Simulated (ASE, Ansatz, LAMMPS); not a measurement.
# Relaxing 60-degree dislocation dipole in a C-Si solid solution (shuffle set) (120 atoms), part 3 of 3

Wanted: the relaxed structure of 60-degree dislocation dipole in a C-Si solid solution (shuffle set) (120 atoms) and its electronic structure.

Ansatz 0.2.0; Kohn-Sham DFT, PBE, PAW (set soft_2), plane waves.

The cell: 104 C and 16 Si. The cell is under 6 Å thick along one periodic direction. The host structure and its lattice constant were typed by rule, without a check against the phase diagram.

So far. Step 4 (Relaxation): The relaxation changed the energy by -117 meV/atom, and atoms moved by 0.32 Å r.m.s., 1.0 Å at most.

**6. Single point at the relaxed geometry**

The electronic structure is read at the final geometry, in a run of its own.

input.yaml

```yaml
crystal:
  lattice:
    - [23.33017, 0.0, 0.0]
    - [1.1665, 13.21471, 0.0]
    - [0.0, -0.1373, 2.69043]
  atoms:
    - { symbol: C, position: [0.90179, 0.9704, 0.60504] }
    - { symbol: C, position: [0.89413, 0.09285, 0.61933] }
    - { symbol: C, position: [0.95127, 0.13839, 0.60346] }
    - { symbol: C, position: [0.95055, 0.27587, 0.59306] }
    - { symbol: C, position: [0.81696, 0.98543, 0.11025] }
    - { symbol: C, position: [0.78685, 0.21133, 0.14309] }
    - { symbol: Si, position: [0.84354, 0.10966, 0.1246] }
    - { symbol: Si, position: [0.83838, 0.31323, 0.11639] }
    - { symbol: C, position: [0.91977, 0.32252, 0.08977] }
    - { symbol: C, position: [0.9187, 0.45025, 0.07965] }
    - { symbol: C, position: [0.69886, 0.05915, 0.622] }
    - { symbol: C, position: [0.69754, 0.17464, 0.65595] }
    - { symbol: C, position: [0.75129, 0.23473, 0.65762] }
    - { symbol: C, position: [0.73888, 0.36121, 0.69718] }
    - { symbol: C, position: [0.80316, 0.38195, 0.63349] }
    - { symbol: C, position: [0.82019, 0.48616, 0.57726] }
    - { symbol: C, position: [0.88968, 0.49818, 0.57164] }
    - { symbol: C, position: [0.89624, 0.61779, 0.5729] }
    - { symbol: C, position: [0.959, 0.64772, 0.57951] }
    - { symbol: C, position: [0.96271, 0.76768, 0.58705] }
    - { symbol: Si, position: [0.59783, 0.02711, 0.10208] }
    - { symbol: C, position: [0.58339, 0.16119, 0.17068] }
    - { symbol: Si, position: [0.65242, 0.22191, 0.17255] }
    - { symbol: C, position: [0.64289, 0.36035, 0.24157] }
    - { symbol: C, position: [0.70365, 0.40348, 0.25452] }
    - { symbol: C, position: [0.67984, 0.51956, 0.34828] }
    - { symbol: C, position: [0.8036, 0.53288, 0.07012] }
    - { symbol: C, position: [0.80488, 0.6396, 0.05703] }
    - { symbol: C, position: [0.86769, 0.66487, 0.06617] }
    - { symbol: C, position: [0.87088, 0.77981, 0.08025] }
    - { symbol: C, position: [0.93245, 0.81117, 0.0872] }
    - { symbol: C, position: [0.93178, 0.92906, 0.0997] }
    - { symbol: C, position: [0.46834, 0.98822, 0.5433] }
    - { symbol: C, position: [0.45619, 0.09609, 0.58065] }
    - { symbol: C, position: [0.57258, 0.20883, 0.68487] }
    - { symbol: C, position: [0.55771, 0.31713, 0.72466] }
    - { symbol: C, position: [0.60579, 0.38429, 0.75596] }
    - { symbol: C, position: [0.5811, 0.49266, 0.81553] }
    - { symbol: C, position: [0.64122, 0.53947, 0.85566] }
    - { symbol: C, position: [0.71147, 0.65096, 0.46735] }
    - { symbol: C, position: [0.77409, 0.67837, 0.53547] }
    - { symbol: C, position: [0.77856, 0.79106, 0.56689] }
    - { symbol: C, position: [0.84002, 0.82184, 0.58001] }
    - { symbol: C, position: [0.84161, 0.93662, 0.60044] }
    - { symbol: C, position: [0.38026, 0.96407, 0.03388] }
    - { symbol: C, position: [0.36989, 0.08232, 0.07195] }
    - { symbol: C, position: [0.42854, 0.12552, 0.09027] }
    - { symbol: Si, position: [0.43262, 0.25656, 0.15094] }
    - { symbol: Si, position: [0.50874, 0.33782, 0.23132] }
    - { symbol: C, position: [0.48231, 0.4702, 0.29473] }
    - { symbol: C, position: [0.54148, 0.52113, 0.32576] }
    - { symbol: C, position: [0.62638, 0.64727, 0.91853] }
    - { symbol: C, position: [0.68028, 0.69383, 0.96828] }
    - { symbol: C, position: [0.66475, 0.8107, 0.01089] }
    - { symbol: Si, position: [0.73688, 0.84536, 0.07487] }
    - { symbol: Si, position: [0.74024, 0.00405, 0.10968] }
    - { symbol: C, position: [0.28803, 0.95072, 0.53891] }
    - { symbol: C, position: [0.27954, 0.07819, 0.57114] }
    - { symbol: C, position: [0.33875, 0.12209, 0.58658] }
    - { symbol: C, position: [0.33335, 0.24561, 0.62839] }
    - { symbol: C, position: [0.3901, 0.30815, 0.66438] }
    - { symbol: C, position: [0.38977, 0.42777, 0.72818] }
    - { symbol: C, position: [0.44553, 0.49365, 0.79276] }
    - { symbol: C, position: [0.51714, 0.63333, 0.37942] }
    - { symbol: Si, position: [0.58329, 0.68972, 0.42744] }
    - { symbol: C, position: [0.57137, 0.82294, 0.49556] }
    - { symbol: C, position: [0.63512, 0.8551, 0.52529] }
    - { symbol: C, position: [0.64483, 0.98748, 0.58984] }
    - { symbol: C, position: [0.19592, 0.95731, 0.05325] }
    - { symbol: C, position: [0.18803, 0.07614, 0.0734] }
    - { symbol: C, position: [0.24682, 0.11849, 0.08011] }
    - { symbol: C, position: [0.23997, 0.24038, 0.10641] }
    - { symbol: C, position: [0.30054, 0.28192, 0.13329] }
    - { symbol: C, position: [0.30229, 0.39645, 0.1716] }
    - { symbol: C, position: [0.35499, 0.45243, 0.22211] }
    - { symbol: C, position: [0.42714, 0.6126, 0.8618] }
    - { symbol: C, position: [0.48312, 0.66365, 0.89533] }
    - { symbol: C, position: [0.47188, 0.78202, 0.95351] }
    [... 36 atom lines left out ...]
    - { symbol: C, position: [0.05093, 0.63515, 0.08373] }
    - { symbol: C, position: [0.05549, 0.75382, 0.08832] }
    - { symbol: C, position: [0.12079, 0.77222, 0.0866] }
    - { symbol: Si, position: [0.12507, 0.9088, 0.07644] }
    - { symbol: C, position: [0.02519, 0.80151, 0.58837] }
    - { symbol: C, position: [0.0227, 0.92743, 0.59488] }
kpoints:
  mp_grid: { grid: [1, 1, 6] }
hamiltonian:
  xc: pbe
scf:
  occupations: { method: fermi_dirac, width: 0.025 }
output:
  forces: true
  stress: true
  populations: intrinsic
  dos:
    method: { smearing: { sigma: 0.08 } }
    de: 0.1
    projected: { site_lists: { C: [C], Si: [Si] } }
  eigenvalues: true
  write_density: true
  write_potential: true
  volumetric_format: npy
```

Started as:

```console
$ ansatz run input.yaml --threads 4 --pin off --max-ram 8192MiB --backend cpu --events-out ev --progress --plain --runs-dir out
```

Numbers of over 12 decimals in the logs are rounded to 6 here.

Output:

```text
[...]
Crystal: 120 atoms, lattice volume = 829.463 Å³
Basis set: ecut = 420 eV, 16309 PW (Γ), exchange–correlation on 320×180×40 points (8 copies of the dense FFT grid, shifted against one another)
Bands: 360, of which v1, the nominal top of the filled ones, is band 240 counted from 1 (239 counted from 0)
Symmetry: 1 space group operations
[...]
k-points: 4 of 6 (time reversal used)
[...]
SCF iter   1: F=—  HF=-36198.839605 eV  |F-HF|=—  |Δ(HF+E_count)|=         —  Δρ=1.23e-2  dr2=4.55e0  ethr=1.77e-3  ⟨swp⟩=7.0  Hψ=5990  notcnv=0  defer=428
[...]
SCF iter  11: F=-36198.169230 eV  HF=-36198.169230 eV  |F-HF|=1.19e-8  |Δ(HF+E_count)|=   1.02e-8  Δρ=4.86e-7  dr2=1.27e-8  ethr=2.08e-11  ⟨swp⟩=19.5  Hψ=12269  notcnv=0
SCF 1 converged in 11 iterations: F = -36198.169230 eV  dr2 = 1.27e-8
[...]
SCF converged after 11 iterations
Free energy (F): -36198.169230 eV
[...]
Internal energy: -36198.162111 eV  (E = F + TS)
E sigma→0 (E₀):  -36198.165671 eV
Entropy (-TS):   -0.007119 eV (-0.059 meV/atom)
Fermi energy:    13.096882 eV
[...]
--- Forces (eV/Å), atoms counted from 1 ---
  atom   1  C      0.00584926    -0.00099498     0.00026089
  atom   2  C     -0.00106053     0.00102263    -0.00014753
  atom   3  C     -0.00133892    -0.00182113     0.00095853
  atom   4  C      0.00095687     0.00079915    -0.00190465
  atom   5  C      0.00629388     0.00339327     0.00023573
  atom   6  C      0.00048105    -0.00264440    -0.00231467
  atom   7  Si    -0.00365332    -0.00237864     0.00047679
  atom   8  Si     0.00196292    -0.00486158    -0.00026097
  atom   9  C     -0.00230829     0.00064314    -0.00009080
  atom  10  C      0.00354639     0.00033377    -0.00071909
  atom  11  C      0.00214994     0.00051259     0.00273612
  atom  12  C     -0.00339516     0.00027292    -0.00190061
  atom  13  C      0.00585461     0.00218572     0.00172023
  atom  14  C      0.00182007    -0.00401130     0.00106287
[...]
atom 119  C      0.00350291     0.00082102     0.00084268
  atom 120  C     -0.00358271     0.00077790    -0.00052515
  max |Σ_I F_I| component: 3.86e-5 eV/Å
--- Stress (GPa, compression-positive) ---
       19.034097      -6.563860      -1.937294
       -6.563861       9.377210       2.948362
       -1.937294       2.948363      -8.551656
  P = ⅓ Tr σ = 6.6199 GPa (66.199 kbar)
--- Band table (eV) ---
[...]
--- intrinsic populations: 120 sites ---
  site symbol       q [e]
     0      C      3.9764
     1      C      4.5408
     2      C      3.9822
[...]
119      C      3.9979
  spilling = -0.000000 (of n_electrons = 480.000000)
```

The job ended after 2.6 min (4 threads of Arm Neoverse V1, shared host; peak memory 4.3 GiB).

The run gave:

| Property | Result |
| --- | --- |
| free energy | -36198.1692 eV |
| free energy per atom | -301.6514 eV/atom |
| SCF cycles | 11 |
| pressure | 6.62 GPa |
| r.m.s. force component | 0.00275 eV/Å |
| longest force | 0.01254 eV/Å |
| Fermi energy | 13.1 eV |
| levels partly filled by over 2 per cent | 2 |

Intrinsic-atomic-orbital charges by element:

| element | coordination | atoms | mean charge (e) | spread | least | most |
| --- | --- | --- | --- | --- | --- | --- |
| C | all | 104 | -0.145 | 0.219 | -0.672 | 0.0451 |
| Si | all | 16 | 0.946 | 0.182 | 0.485 | 1.18 |

Density of states as counts of states in windows of 1 eV (from the Fermi level), total and the larger projections:

| from (eV) | to (eV) | total | C p | C s | Si p |
| --- | --- | --- | --- | --- | --- |
| -14 | -13 | 16.6 | 7.9 | 7.0 | 0.9 |
| -13 | -12 | 23.3 | 14.1 | 7.0 | 1.2 |
| -12 | -11 | 23.7 | 14.4 | 6.8 | 1.4 |
| -11 | -10 | 20.7 | 13.3 | 5.2 | 1.2 |
| -10 | -9 | 26.4 | 19.6 | 4.1 | 1.3 |
| -9 | -8 | 34.4 | 27.5 | 3.8 | 1.9 |
| -8 | -7 | 37.6 | 31.2 | 3.2 | 2.0 |
| -7 | -6 | 43.4 | 37.0 | 2.8 | 2.4 |
| -6 | -5 | 41.7 | 36.0 | 2.1 | 2.6 |
| -5 | -4 | 38.3 | 32.7 | 1.6 | 3.1 |
| -4 | -3 | 29.7 | 24.3 | 1.1 | 3.6 |
| -3 | -2 | 22.5 | 17.5 | 0.8 | 3.5 |
| -2 | -1 | 11.5 | 8.7 | 0.3 | 2.1 |
| -1 | 0 | 8.6 | 6.6 | 0.5 | 1.2 |
| 0 | 1 | 5.5 | 3.7 | 0.5 | 0.8 |
| 1 | 2 | 8.6 | 3.3 | 1.9 | 2.1 |
| 2 | 3 | 15.7 | 6.9 | 4.2 | 2.5 |
| 3 | 4 | 24.5 | 10.8 | 5.8 | 4.0 |
| 4 | 5 | 37.1 | 18.3 | 7.8 | 4.8 |

The curve was stored every 0.10 eV, coarse against its broadening of 0.08 eV, so these counts are rough.

Between -22 and -14 eV lie 102 more states.

The levels nearest the highest filled one (over half full), pooled over k-points and spins:

| level less the highest filled one (eV) | occupation |
| --- | --- |
| -0.421 | 2 |
| -0.236 | 2 |
| -0.212 | 2 |
| -0.0985 | 2.00 |
| -0.0876 | 1.99 |
| 0 | 1.78 |
| 0.107 | 0.2 |
| 0.169 | 0.018 |
| 0.227 | 0.002 |
| 0.250 | 0.001 |
| 0.275 | 0 |
| 0.345 | 0 |

Valence density in the ab plane at fractional z = 0.100, with atoms of C and Si within 0.2 Å of it. It is the smooth field of the valence electrons, not physical close to the nuclei.

Values in e/Å³, 13 rows by 16 columns, each cell a mean:
```
1.1 1.4 0.7 0.2 0.3 0.4 0.3 0.3 0.1 0.4 0.5 1.1 0.7 0.4 1.4 1.5
1.2 0.5 0.2 0.2 0.6 1.0 0.2 0.3 0.6 0.5 0.4 0.2 0.2 0.3 1.4 0.4
1.1 0.9 0.3 1.0 0.9 1.0 0.3 0.5 1.4 0.5 0.3 0.2 0.8 1.4 1.5 0.4
0.4 0.4 0.2 0.6 0.6 0.2 0.3 0.5 1.1 0.5 0.2 0.3 0.9 1.1 0.3 0.2
0.3 0.4 0.9 0.7 1.1 0.4 0.6 1.3 0.8 0.5 0.3 1.5 1.4 1.0 0.2 0.8
0.4 0.3 0.5 0.4 0.3 0.5 0.3 0.7 0.6 0.2 0.3 1.6 0.5 0.2 0.2 1.2
0.6 0.8 0.3 0.9 0.8 0.8 0.6 0.4 0.8 0.3 0.2 1.0 0.3 0.5 1.1 1.5
1.3 1.0 0.2 0.4 0.6 0.2 0.3 0.6 0.7 1.0 0.2 0.2 0.2 0.6 1.2 0.6
0.8 0.2 0.3 0.4 0.4 0.5 0.3 1.1 0.8 0.5 0.2 0.3 0.3 1.0 1.3 0.2
0.9 0.2 0.3 0.4 0.4 0.3 0.3 0.4 0.4 0.1 0.5 0.9 0.4 0.4 0.6 0.2
0.2 0.2 0.9 0.6 0.1 0.4 1.3 0.6 0.4 0.2 0.6 1.4 0.4 0.1 0.1 0.2
0.3 1.3 1.5 0.9 0.1 0.2 1.1 0.4 0.2 0.2 0.2 0.4 0.3 0.3 0.3 1.4
0.2 1.3 0.5 0.2 0.3 0.4 0.3 0.3 0.2 0.3 0.4 1.1 0.8 0.2 0.2 1.1
```
Columns run along a (16.0 Å, from fractional 0.31 to 1.00 of the cell), rows up along b (13.3 Å). Atoms in or near the plane, at fractional coordinates: C at (0.82, 0.99), C at (0.79, 0.21), Si at (0.84, 0.11), Si at (0.84, 0.31), C at (0.92, 0.32), C at (0.92, 0.45), Si at (0.60, 0.03), C at (0.58, 0.16), Si at (0.65, 0.22), C at (0.80, 0.53), C at (0.80, 0.64), C at (0.87, 0.66), C at (0.87, 0.78), C at (0.93, 0.81) and more.

Electrostatic potential energy in the ab plane at fractional z = 0.100, with atoms of C and Si within 0.2 Å of it. With pseudopotentials it is smooth inside the atoms' cores, unlike the true potential.

Ten even steps from '0' (-51 eV) to '9' (14 eV), each cell a mean:
```
17999987688501699999888401799985102687568999
58999851037633799996116745899997424799999999
99999852026999999997337999999999877899999999
99999987678999999999877999999999852489999755
99877873479999999999721699998645863589999610
98400650049999974468865799999645899999999976
99633787789999851037999999999988999988899974
99656999999999985468999999999976799987776773
67201799999999877888778998878987788998875688
27645899985247401787546899878999999999998899
79999999983016634898667999999999998899998788
79999999998678999999998999999888987688998887
59999866884138999999973379999865799888999999
89998410374127999964574369999987899999999999
99998511378889999940179999999997668999987568
99999877899999999986799999999985125899986348
97336842589999989841389999755786436899998789
96104730279998413741279998400379888999986446
99767987899998412788899999632489999998884102
97535799999999877999999999867899999951277435
86101589999888611599999778401699999962279989
57533799997214621599996115633799999997779999
79988999998314888999997326999999999973126899
79999999999867999999999767999998556872014899
```
Columns run along a (16.0 Å, from fractional 0.00 to 0.69 of the cell; values clipped at the 3rd and 97th percentile), rows up along b (13.3 Å). Atoms in or near the plane, at fractional coordinates: Si at (0.60, 0.03), C at (0.58, 0.16), Si at (0.65, 0.22), C at (0.38, 0.96), C at (0.37, 0.08), C at (0.43, 0.13), Si at (0.43, 0.26), C at (0.20, 0.96), C at (0.19, 0.08), C at (0.25, 0.12), C at (0.24, 0.24), C at (0.30, 0.28), C at (0.30, 0.40), Si at (0.51, 0.96) and more.

Mean intrinsic-atomic-orbital charges: C -0.15, Si +0.95 e. Within 0.4 eV of the Fermi level the largest share is C p (77 % of the projected weight).

The surroundings of C3, picked at random, nearest first, numbered as they follow in the input and with coordinates relative to it.

| atom | x | y | z | distance (Å) | intrinsic-atomic-orbital charge (e) |
| --- | --- | --- | --- | --- | --- |
| C3 | 0.00 | 0.00 | 0.00 | 0.00 | 0.02 |
| C2 | -1.39 | -0.60 | 0.04 | 1.51 | -0.54 |
| C94 | 0.65 | -0.56 | -1.34 | 1.59 | -0.29 |
| C94 | 0.65 | -0.70 | 1.35 | 1.66 | -0.29 |
| C4 | 0.14 | 1.82 | -0.03 | 1.82 | 0.01 |
| C1 | -1.35 | -2.22 | 0.00 | 2.60 | 0.02 |
| C93 | 0.70 | -2.18 | -1.36 | 2.66 | 0.01 |
| Si95 | 2.34 | -0.11 | 1.32 | 2.68 | 1.12 |
| C3 | 0.00 | 0.14 | -2.69 | 2.69 | 0.02 |
| C3 | 0.00 | -0.14 | 2.69 | 2.69 | 0.02 |
| Si95 | 2.34 | 0.03 | -1.37 | 2.71 | 1.12 |
| C9 | -0.52 | 2.37 | 1.31 | 2.75 | -0.24 |
| C93 | 0.70 | -2.31 | 1.33 | 2.76 | 0.01 |

**7. Outcome**

- energy change in the relaxation: -116.5 meV/atom
- r.m.s. displacement: 0.319 Å
- largest displacement: 1.008 Å
- free energy per atom: -301.6514 eV/atom
- density: 3.4 g/cm³
- pressure: 6.62 GPa
- r.m.s. force component: 0.00275 eV/Å
- wall time of the 3 DFT runs: 45 min

Relaxation lowers the energy by 117 meV/atom and moves atoms by 0.32 Å r.m.s.; the r.m.s. force component goes from 1.1 to 0.0027 eV/Å. First to last step the energy falls by 13.981 eV; the largest move, 1.01 Å, is that of C35. 2 levels are partly filled, by over 2 % (on the run's k-points): no clear gap opens at this level. Levels of broken or missing bonds inside a gap of the host would look the same.

**Limits.** The stress is far from hydrostatic: its diagonal is 19.0, 9.4, -8.6 GPa, compression counted positive. The pressure of 6.6 GPa says that the cell would expand at this level of theory.

[Logs are printed without paths, hosts, clocks, repeated set-up lines and the standing remarks that a program may print on its own settings, such as how far it seeks lower states.]

[Hosts, paths, dates, database ids (printed as entryN), source tags and the programs' standing remarks are cut or masked in the printed files.]
